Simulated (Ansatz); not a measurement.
# CO on Re(0001): change of the work function, part 2 of 3

Wanted: Δφ(θ) for CO/Re(0001), starting from the hcp site.

Ansatz 0.2.0; plane-wave DFT, PBE, Ansatz PAW (the session's first sound run).

So far, work function, upper face (eV): step 2 (the clean slab) 4.98; step 3 (38 atoms, coverage 0.111 ML, cell 3x3) 5.44.

### 4. Adsorbate added, k-mesh 6×6×1, coverage 0.25 ML

System of this step: CO/Re(0001). The cell holds 18 atoms: 16 Re, 1 C and 1 O. Cell: a = 5.520 Å, b = 5.520 Å, c = 27.444 Å, α = 90.0°, β = 90.0°, γ = 60.0°. Vacuum lies along c.

Another coverage, to see how the dipoles act on each other as their distance changes.

input.yaml reads:

```yaml
crystal:
  lattice:
    - [5.5199999999, 0.0, 0.0]
    - [2.76, 4.7804602288, 0.0]
    - [0.0, 0.0, 27.4437457879]
  atoms:
    - { symbol: Re, position: [0.3333333333, 0.3333333333, 0.3279435712] }
    - { symbol: Re, position: [0.0, 0.0, 0.4091533309] }
    - { symbol: Re, position: [0.3333333333, 0.3333333333, 0.4938417142] }
    - { symbol: Re, position: [0.0, 0.0, 0.5708787624] }
    - { symbol: Re, position: [0.3333333333, 0.8333333333, 0.3279435712] }
    - { symbol: Re, position: [0.0, 0.5, 0.4091533309] }
    - { symbol: Re, position: [0.3333333333, 0.8333333333, 0.4938417142] }
    - { symbol: Re, position: [0.0, 0.5, 0.5708787624] }
    - { symbol: Re, position: [0.8333333333, 0.3333333333, 0.3279435712] }
    - { symbol: Re, position: [0.5, 0.0, 0.4091533309] }
    - { symbol: Re, position: [0.8333333333, 0.3333333333, 0.4938417142] }
    - { symbol: Re, position: [0.5, 0.0, 0.5708787624] }
    - { symbol: Re, position: [0.8333333333, 0.8333333333, 0.3279435712] }
    - { symbol: Re, position: [0.5, 0.5, 0.4091533309] }
    - { symbol: Re, position: [0.8333333333, 0.8333333333, 0.4938417142] }
    - { symbol: Re, position: [0.5, 0.5, 0.5708787624] }
    - { symbol: C, position: [0.3333333333, 0.3333333333, 0.6297881463] }
    - { symbol: O, position: [0.3333333333, 0.3333333333, 0.6720564288] }
kpoints:
  mp_grid: { grid: [6, 6, 1] }
hamiltonian:
  xc: pbe
scf:
  occupations: { method: fermi_dirac, width: 0.1 }
  convergence: { dr2_threshold: 1.0e-08 }
efield:
  axis: 3
  dipole_correction: true
  ramp_position: 0.97
  ramp_width: 0.06
relax:
  f_tol: 0.02
  max_steps: 60
  constraints: [{ sites: [0, 1, 4, 5, 8, 9, 12, 13] }]
output:
  bader: true
  dos: { projected: true, e_range: [-8, 4] }
  write_potential: true
  write_density: true
  volumetric_format: npy
  elf: true
```

Launch:

```bash
$ ansatz run input.yaml --threads 4 --pin off --max-ram 12288MiB --backend cpu --events-out ev --progress --plain --runs-dir out
```

Elapsed: 2.8 min, on 4 threads of Arm Neoverse V1, shared host; peak memory 2.6 GiB; 11 min of CPU time.

Step by step:

```
step  energy less that of the first step (eV)  largest force component (eV/Å)
   1                                   0.0000                          3.1899
   2                                  -0.0821                          1.8002
   3                                  -0.2246                          0.3582
   4                                  -0.2280                          0.1146
   5                                  -0.2282                          0.0101
```

The run keeps the 6 symmetry operations that it works with, so distortions that break them were not tested.

The atoms that moved most (Å):

```
atom      dx      dy      dz  length
 C17   0.000   0.000  -0.150   0.150
 O18   0.000   0.000  -0.109   0.109
 Re8  -0.033   0.019   0.031   0.049
Re16   0.033   0.019   0.031   0.049
Re12   0.000  -0.038   0.031   0.049
 Re4   0.000   0.000  -0.042   0.042
 Re3   0.000   0.000   0.034   0.034
Re15   0.004   0.003  -0.021   0.022
```

The relaxed structure:

```
Re C O
1.0
     5.52000    0.00000    0.00000
     2.76000    4.78046    0.00000
     0.00000    0.00000   27.44375
Re C O
16 1 1
Direct
  0.33333 0.33333 0.32794
  0.00000 0.00000 0.40915
  0.33333 0.33333 0.49510
  0.00000 0.00000 0.56933
  0.33333 0.83333 0.32794
  0.00000 0.50000 0.40915
  0.33226 0.83387 0.49307
  0.99200 0.50400 0.57201
  0.83333 0.33333 0.32794
  0.50000 0.00000 0.40915
  0.83387 0.33226 0.49307
  0.50400 0.99200 0.57201
  0.83333 0.83333 0.32794
  0.50000 0.50000 0.40915
  0.83387 0.83387 0.49307
  0.50400 0.50400 0.57201
  0.33333 0.33333 0.62434
  0.33333 0.33333 0.66809
```

This step gave:

* energy at zero smearing: -174698.5547 eV
* work function, upper face: 5.943 eV
* work function, lower face: 5.103 eV
* dipole along the normal: -0.1225 e·Å
* step between the vacuum levels: 0.8403 eV

The density of states has structure finer than the step of the table below, so its rows give means over 0.5 eV, whole bins alone (the curve runs from -8 to 1.98 eV). Peaks (eV: height): -6.74: 65.9, -3.25: 38.2, -2.47: 37.8, -1.62: 34.6, -1.47: 37.3, -0.36: 61.1, 0.33: 35.3.

Table of density of states by energy, zero at the Fermi level; means over each step:

```
energy (eV)  density of states (states/eV a cell)
       -7.5                                  2.51
       -7.0                                  5.75
       -6.5                                  12.6
       -6.0                                  9.77
       -5.5                                  14.4
       -5.0                                  16.7
       -4.5                                  14.6
       -4.0                                  15.9
       -3.5                                  14.4
       -3.0                                  13.2
       -2.5                                  18.7
       -2.0                                  19.7
       -1.5                                  27.5
       -1.0                                  22.9
       -0.5                                  22.9
        0.0                                  11.0
        0.5                                  12.5
        1.0                                  14.3
        1.5                                  14.0
```

Projected DOS per atom over height of the atomic layer and energy from the Fermi level. Layers: Re4 Re4 Re4 Re4 C O from below.

Ten even steps from '0' (0.03 states/eV) to '9' (2.42 states/eV), each cell a mean:
```
433300
322200
422300
322211
322201
654400
644501
855701
533501
654501
122200
444300
343300
334300
234301
344301
244212
133111
011199
000139
000001
000000
```
Columns: height of the atomic layer (Å) from 9 to 18.3 (not evenly spaced); rows upwards: energy from the Fermi level (eV) from -7.96 to 1.95.

ELF in the ca plane at fractional y = 0.332, with atoms of Re and C and O within 0.2 Å of it. It is the smooth field of the valence electrons, not physical close to the nuclei.

Ten even steps from '0' (0.00) to '9' (0.87), each cell a mean:
```
57753433334336763343333321000000000000000000
77774443345357676344455542100000000000000000
86674444455367576344456643100000000000000000
67763443344347774343344432000000000000000000
34433433333334543433333221000000000000000000
44334324432343334433442210001100000000000000
43334324532343333433442332235431000000000000
35433433333323543443324775578852000000000000
67763443344347775343237866889974100000000000
86574444455357567344338615847984100000000000
77774443345347776344237736868984100000000000
56653433334335664343225876789963000000000000
33333323432333333433333553357641000000000000
44334324532344434423542221012210000000000000
33333323433333333433442210000000000000000000
```
Columns run along c (16.0 Å, from fractional 0.31 to 0.89 of the cell), rows up along a (5.5 Å). Atoms in or near the plane, at fractional coordinates: Re at (0.33, 0.33), Re at (0.50, 0.33), Re at (0.33, 0.83), Re at (0.49, 0.83), C at (0.62, 0.33), O at (0.67, 0.33).

Valence density in the ca plane at fractional y = 0.332, with atoms of Re and C and O within 0.2 Å of it. It is the smooth field of the valence electrons, not physical close to the nuclei.

Ten even steps from '0' (0.0 e/Å³) to '9' (6.8 e/Å³), each cell a mean:
```
24420000000013541000000000000000000000000000
59951000000027983000000000000000000000000000
69961000000038994100000000000000000000000000
37741000000015762000000000000000000000000000
12210001100001210000110000000000000000000000
00000001210000000001210000000000000000000000
00000001210000000001210000000000000000000000
12210001100001221000100000000000000000000000
37741000000015773000001112244100000000000000
69961000000027995100001223598200000000000000
59951000000026984100001222476200000000000000
24420000000012441000000111121000000000000000
01100001110000110001110000000000000000000000
00000012210000000001210000000000000000000000
01100001110000100001110000000000000000000000
```
Columns run along c (16.0 Å, from fractional 0.31 to 0.89 of the cell), rows up along a (5.5 Å). Atoms in or near the plane, at fractional coordinates: Re at (0.33, 0.33), Re at (0.50, 0.33), Re at (0.33, 0.83), Re at (0.49, 0.83), C at (0.62, 0.33), O at (0.67, 0.33).

Electrostatic potential energy in the ca plane at fractional y = 0.332, with atoms of Re and C and O within 0.2 Å of it. With pseudopotentials it is smooth inside the atoms' cores, unlike the true potential.

Values in eV, 8 rows by 16 columns, each cell a mean:
```
-47 -22   1   1 -19 -48  -3  -1   6   9  10  10  10  10  10  10
-56 -30   4   4 -27 -58  -5   3   7   9  10  10  10  10  10  10
-15  -4  -6  -6  -3 -16   0 -12   3   9  10  10  10  10  10  10
 -2   2 -12 -11   3  -3   0 -18   1   7   9  10  10  10  10  10
-47 -22   1   2 -16 -50  -5   0 -18 -22 -13  10  10  10  10  10
-56 -30   4   4 -23 -59  -8   3 -30 -39 -25  10  10  10  10  10
-15  -4  -6  -6  -2 -17   0 -10  -1   3   6  10  10  10  10  10
 -2   2 -12 -11   2  -3   0 -19   2   8  10  10  10  10  10  10
```
Columns run along c (16.0 Å, from fractional 0.31 to 0.89 of the cell; values clipped at the 3rd and 97th percentile), rows up along a (5.5 Å). Atoms in or near the plane, at fractional coordinates: Re at (0.33, 0.33), Re at (0.50, 0.33), Re at (0.33, 0.83), Re at (0.49, 0.83), C at (0.62, 0.33), O at (0.67, 0.33).

The relaxation took 5 steps and lowered the energy by 0.23 eV; the largest force on the free atoms ends at 0.010 eV/Å.

By hand: a sheet of dipoles makes a step −p/(ε₀A) in the electron's potential. With e/ε₀ = 180.95 V·Å, p = -0.1225 e·Å and A = 26.39 Å², that is −180.95 × (-0.1225) / 26.39 = +0.840 eV, and the two vacuum levels of the run differ by +0.840 eV.

The covered face has 5.94 eV, +0.97 eV against the clean one; the bare back face has moved by -0.03 eV, a measure of how thin the slab is.

### 5. Adsorbate added, k-mesh 6×6×1, coverage 0.5 ML

System of this step: CO/Re(0001). The cell holds 20 atoms: 16 Re, 2 C and 2 O. Cell: a = 5.520 Å, b = 5.520 Å, c = 27.444 Å, α = 90.0°, β = 90.0°, γ = 60.0°. Vacuum lies along c.

input.yaml: that of step 4 with these lines changed.

```diff
@@ -23,3 +23,5 @@
     - { symbol: C, position: [0.3333333333, 0.3333333333, 0.6297881463] }
+    - { symbol: C, position: [0.8333333333, 0.3333333333, 0.6297881463] }
     - { symbol: O, position: [0.3333333333, 0.3333333333, 0.6720564288] }
+    - { symbol: O, position: [0.8333333333, 0.3333333333, 0.6720564288] }
 kpoints:
@@ -46,2 +48 @@
   volumetric_format: npy
-  elf: true
```

Run time: 11 min. Hardware: 4 threads; peak memory 3.1 GiB; 44 min of CPU time.

Relaxation path:

```
step  energy less that of the first step (eV)  largest force component (eV/Å)
   1                                   0.0000                          2.7752
   2                                  -0.3402                          0.7309
   3                                  -0.4735                          0.9288
   4                                  -0.5598                          1.4626
   5                                  -0.6051                          1.1087
   6                                  -0.6284                          0.0907
   7                                  -0.6282                          0.1463
   8                                  -0.6302                          0.0310
   9                                  -0.6355                          0.0461
  10                                  -0.6360                          0.2597
  11                                  -0.6374                          0.0256
  12                                  -0.6377                          0.0213
  13                                  -0.6378                          0.0253
  14                                  -0.6378                          0.0074
```

Relaxation step 7 was tried and not accepted.

Forces are held to the 4 operations that the run works with; a distortion that breaks them can't arise in this run.

The atoms that moved most (Å):

```
atom     dx      dy      dz  length
 O20  0.000  -0.364  -0.113   0.381
 O19  0.000  -0.364  -0.113   0.381
 C17  0.000   0.123  -0.041   0.129
 C18  0.000   0.123  -0.041   0.129
 Re8  0.000   0.014   0.109   0.110
Re16  0.000   0.014   0.109   0.110
Re12  0.000  -0.029  -0.056   0.063
 Re4  0.000  -0.029  -0.056   0.063
```

Final coordinates:

```cif
data_structure
_symmetry_space_group_name_H-M 'P 1'
_symmetry_Int_Tables_number 1
_cell_length_a 5.5200
_cell_length_b 5.5200
_cell_length_c 27.4437
_cell_angle_alpha 90.000
_cell_angle_beta 90.000
_cell_angle_gamma 60.000
_cell_volume 724.19
loop_
_atom_site_label
_atom_site_type_symbol
_atom_site_fract_x
_atom_site_fract_y
_atom_site_fract_z
_atom_site_occupancy
Re1 Re 0.33333 0.33333 0.32794 1
Re2 Re 0.00000 0.00000 0.40915 1
Re3 Re 0.33302 0.33395 0.49417 1
Re4 Re 0.00308 0.99384 0.56884 1
Re5 Re 0.33333 0.83333 0.32794 1
Re6 Re 0.00000 0.50000 0.40915 1
Re7 Re 0.33408 0.83185 0.49227 1
Re8 Re 0.99858 0.50285 0.57487 1
Re9 Re 0.83333 0.33333 0.32794 1
Re10 Re 0.50000 0.00000 0.40915 1
Re11 Re 0.83302 0.33395 0.49417 1
Re12 Re 0.50308 0.99384 0.56884 1
Re13 Re 0.83333 0.83333 0.32794 1
Re14 Re 0.50000 0.50000 0.40915 1
Re15 Re 0.83408 0.83185 0.49227 1
Re16 Re 0.49858 0.50285 0.57487 1
C17 C 0.32051 0.35899 0.62829 1
C18 C 0.82051 0.35899 0.62829 1
O19 O 0.37145 0.25710 0.66795 1
O20 O 0.87145 0.25710 0.66795 1
```

The relaxation took 14 steps and lowered the energy by 0.64 eV; the largest force on the free atoms ends at 0.0074 eV/Å.

The covered face has 6.47 eV, +1.49 eV against the clean one; the bare back face has moved by -0.04 eV, a measure of how thin the slab is.

### 6. Adsorbate added, k-mesh 12×12×1, coverage 1 ML

System of this step: CO/Re(0001). The cell holds 6 atoms: 4 Re, 1 C and 1 O. Its edges and angles: a = 2.760 Å, b = 2.760 Å, c = 27.444 Å, α = 90.0°, β = 90.0°, γ = 60.0°. Vacuum lies along c.

input.yaml, the sections that differ from step 5:

```yaml
crystal:
  lattice:
    - [2.76, 0.0, 0.0]
    - [1.38, 2.3902301144, 0.0]
    - [0.0, 0.0, 27.4437457879]
  atoms:
    - { symbol: Re, position: [0.6666666667, 0.6666666667, 0.3279435712] }
    - { symbol: Re, position: [0.0, 0.0, 0.4091533309] }
    - { symbol: Re, position: [0.6666666667, 0.6666666667, 0.4938417142] }
    - { symbol: Re, position: [0.0, 0.0, 0.5708787624] }
    - { symbol: C, position: [0.6666666667, 0.6666666667, 0.6297881463] }
    - { symbol: O, position: [0.6666666667, 0.6666666667, 0.6720564288] }
kpoints:
  mp_grid: { grid: [12, 12, 1] }
relax:
  f_tol: 0.02
  max_steps: 60
  constraints: [{ sites: [0, 1] }]
output:
  bader: true
  write_potential: true
  write_density: true
  volumetric_format: npy
# hamiltonian, scf, efield: as in step 5
```

The job ended after 29 s (4 threads; peak memory 0.52 GiB).

Relaxation path:

```
step  energy less that of the first step (eV)  largest force component (eV/Å)
   1                                   0.0000                          1.9022
   2                                  -0.0439                          0.9050
   3                                  -0.0580                          0.3955
   4                                  -0.0680                          0.1269
   5                                  -0.0681                          0.0065
```

The run keeps the 6 symmetry operations that it works with, so distortions that break them were not tested.

The atoms that moved most (Å):

```
atom     dx     dy      dz  length
 Re3  0.000  0.000  -0.048   0.048
 Re4  0.000  0.000   0.045   0.045
  C5  0.000  0.000  -0.022   0.022
```

The relaxation took 5 steps and lowered the energy by 0.068 eV; the largest force on the free atoms ends at 0.0065 eV/Å.

The covered face has 7.32 eV, +2.34 eV against the clean one; the bare back face has moved by -0.11 eV, a measure of how thin the slab is.

### 7. Work function against coverage

This step: plane-wave DFT, PBE, Ansatz PAW; work function against coverage (Ansatz 0.2.0).

The runs are now put side by side.

This step gave:

* work function of the clean face: 4.977 eV
* largest change of the work function: 2.341 eV

The work function of the covered face by coverage:

```
coverage (adsorbates/nm²)  work function of the covered face (eV)
                     0.00                                    4.98
                     1.68                                    5.44
                     3.79                                    5.94
                     7.58                                    6.47
                    15.16                                    7.32
```

The dipole per adsorbate comes from the change of the cell's dipole. Coverage, by row:

```
coverage (1/nm²)  coverage (ML)  work function (eV)  change (eV)  dipole per adsorbate, positive end outwards (debye)  mean height of the added atoms over the highest substrate atom (Å)
           1.684         0.1111               5.443       0.4667                                               -0.752                                                               2.033
            3.79           0.25               5.943       0.9663                                               -0.695                                                               2.036
           7.579            0.5               6.469        1.492                                               -0.538                                                                2.01
           15.16              1               7.318        2.341                                                -0.43                                                               2.141
```

### 8. The 0.25 ML cell at another level of theory, functional revpbe

This step: plane-wave DFT, revPBE, Ansatz PAW (Ansatz 0.2.0).

System of this step: CO/Re(0001). The cell holds 18 atoms: 16 Re, 1 C and 1 O. Cell: a = 5.520 Å, b = 5.520 Å, c = 27.444 Å, α = 90.0°, β = 90.0°, γ = 60.0°. Vacuum lies along c.

The geometry is kept and the functional is revPBE.

input.yaml reads:

```yaml
crystal:
  lattice:
    - [5.5199999999, 0.0, 0.0]
    - [2.76, 4.7804602288, 0.0]
    - [0.0, 0.0, 27.4437457879]
  atoms:
    - { symbol: Re, position: [0.3333333333, 0.3333333333, 0.3279435712] }
    - { symbol: Re, position: [0.0, 0.0, 0.4091533309] }
    - { symbol: Re, position: [0.3333333333, 0.3333333333, 0.495095779] }
    - { symbol: Re, position: [0.0, 0.0, 0.5693330418] }
    - { symbol: Re, position: [0.3333333333, 0.8333333333, 0.3279435712] }
    - { symbol: Re, position: [0.0, 0.5, 0.4091533309] }
    - { symbol: Re, position: [0.3322630833, 0.8338684584, 0.493065417] }
    - { symbol: Re, position: [-0.0080016644, 0.5040008322, 0.5720129237] }
    - { symbol: Re, position: [0.8333333333, 0.3333333333, 0.3279435712] }
    - { symbol: Re, position: [0.5, 0.0, 0.4091533309] }
    - { symbol: Re, position: [0.8338684584, 0.3322630833, 0.493065417] }
    - { symbol: Re, position: [0.5040008322, -0.0080016644, 0.5720129237] }
    - { symbol: Re, position: [0.8333333333, 0.8333333333, 0.3279435712] }
    - { symbol: Re, position: [0.5, 0.5, 0.4091533309] }
    - { symbol: Re, position: [0.8338684584, 0.8338684584, 0.493065417] }
    - { symbol: Re, position: [0.5040008322, 0.5040008322, 0.5720129237] }
    - { symbol: C, position: [0.3333333333, 0.3333333333, 0.6243398638] }
    - { symbol: O, position: [0.3333333333, 0.3333333333, 0.6680915768] }
kpoints:
  mp_grid: { grid: [6, 6, 1] }
hamiltonian:
  xc: revpbe
scf:
  occupations: { method: fermi_dirac, width: 0.1 }
  convergence: { dr2_threshold: 1.0e-08 }
efield:
  axis: 3
  dipole_correction: true
  ramp_position: 0.97
  ramp_width: 0.06
output:
  write_potential: true
  write_density: true
  volumetric_format: npy
```

Wall time 35 s (4 threads); peak memory 2.5 GiB.

This step gave:

| Quantity | Value |
| --- | --- |
| energy at zero smearing | -174848.6114 eV |
| work function, upper face | 5.820 eV |
| work function, lower face | 4.980 eV |
| dipole along the normal | -0.1225 e·Å |
| step between the vacuum levels | 0.8399 eV |

The work function comes to 5.82 eV, -0.12 eV from the first level.

### 9. The 0.25 ML cell at another level of theory, functional LDA

This step: plane-wave DFT, LDA, Ansatz PAW (Ansatz 0.2.0).

The geometry is kept and the functional is LDA.

input.yaml: that of step 8 with these lines changed.

```diff
@@ -27,3 +27,3 @@
 hamiltonian:
-  xc: revpbe
+  xc: lda
 scf:
```

The job ended after 33 s (4 threads; peak memory 2.4 GiB; 2.2 min of CPU time).

This step gave:

* energy at zero smearing: -170509.4567 eV
* work function, upper face: 6.262 eV
* work function, lower face: 5.402 eV
* dipole along the normal: -0.1254 e·Å
* step between the vacuum levels: 0.8602 eV

The work function comes to 6.26 eV, +0.32 eV from the first level.

[end of part 2 of 3]

[Logs are printed without paths, hosts, clocks, repeated set-up lines and the standing remarks that a program may print on its own settings, such as how far it seeks lower states.]

[Hosts, paths, dates, database ids (printed as entryN), source tags and the programs' standing remarks are cut or masked in the printed files.]

[Maps of the electrostatic potential energy from Ansatz leave out the sawtooth potential of an applied field or a dipole correction, so their vacuum need not be flat; planar profiles and work functions include it.]

[The density of states shown here was stored with 400 of the rows of the run's finer table, so its peaks can read low, often by over a quarter, or be missed, and its means over a window can be off by a tenth or more.]
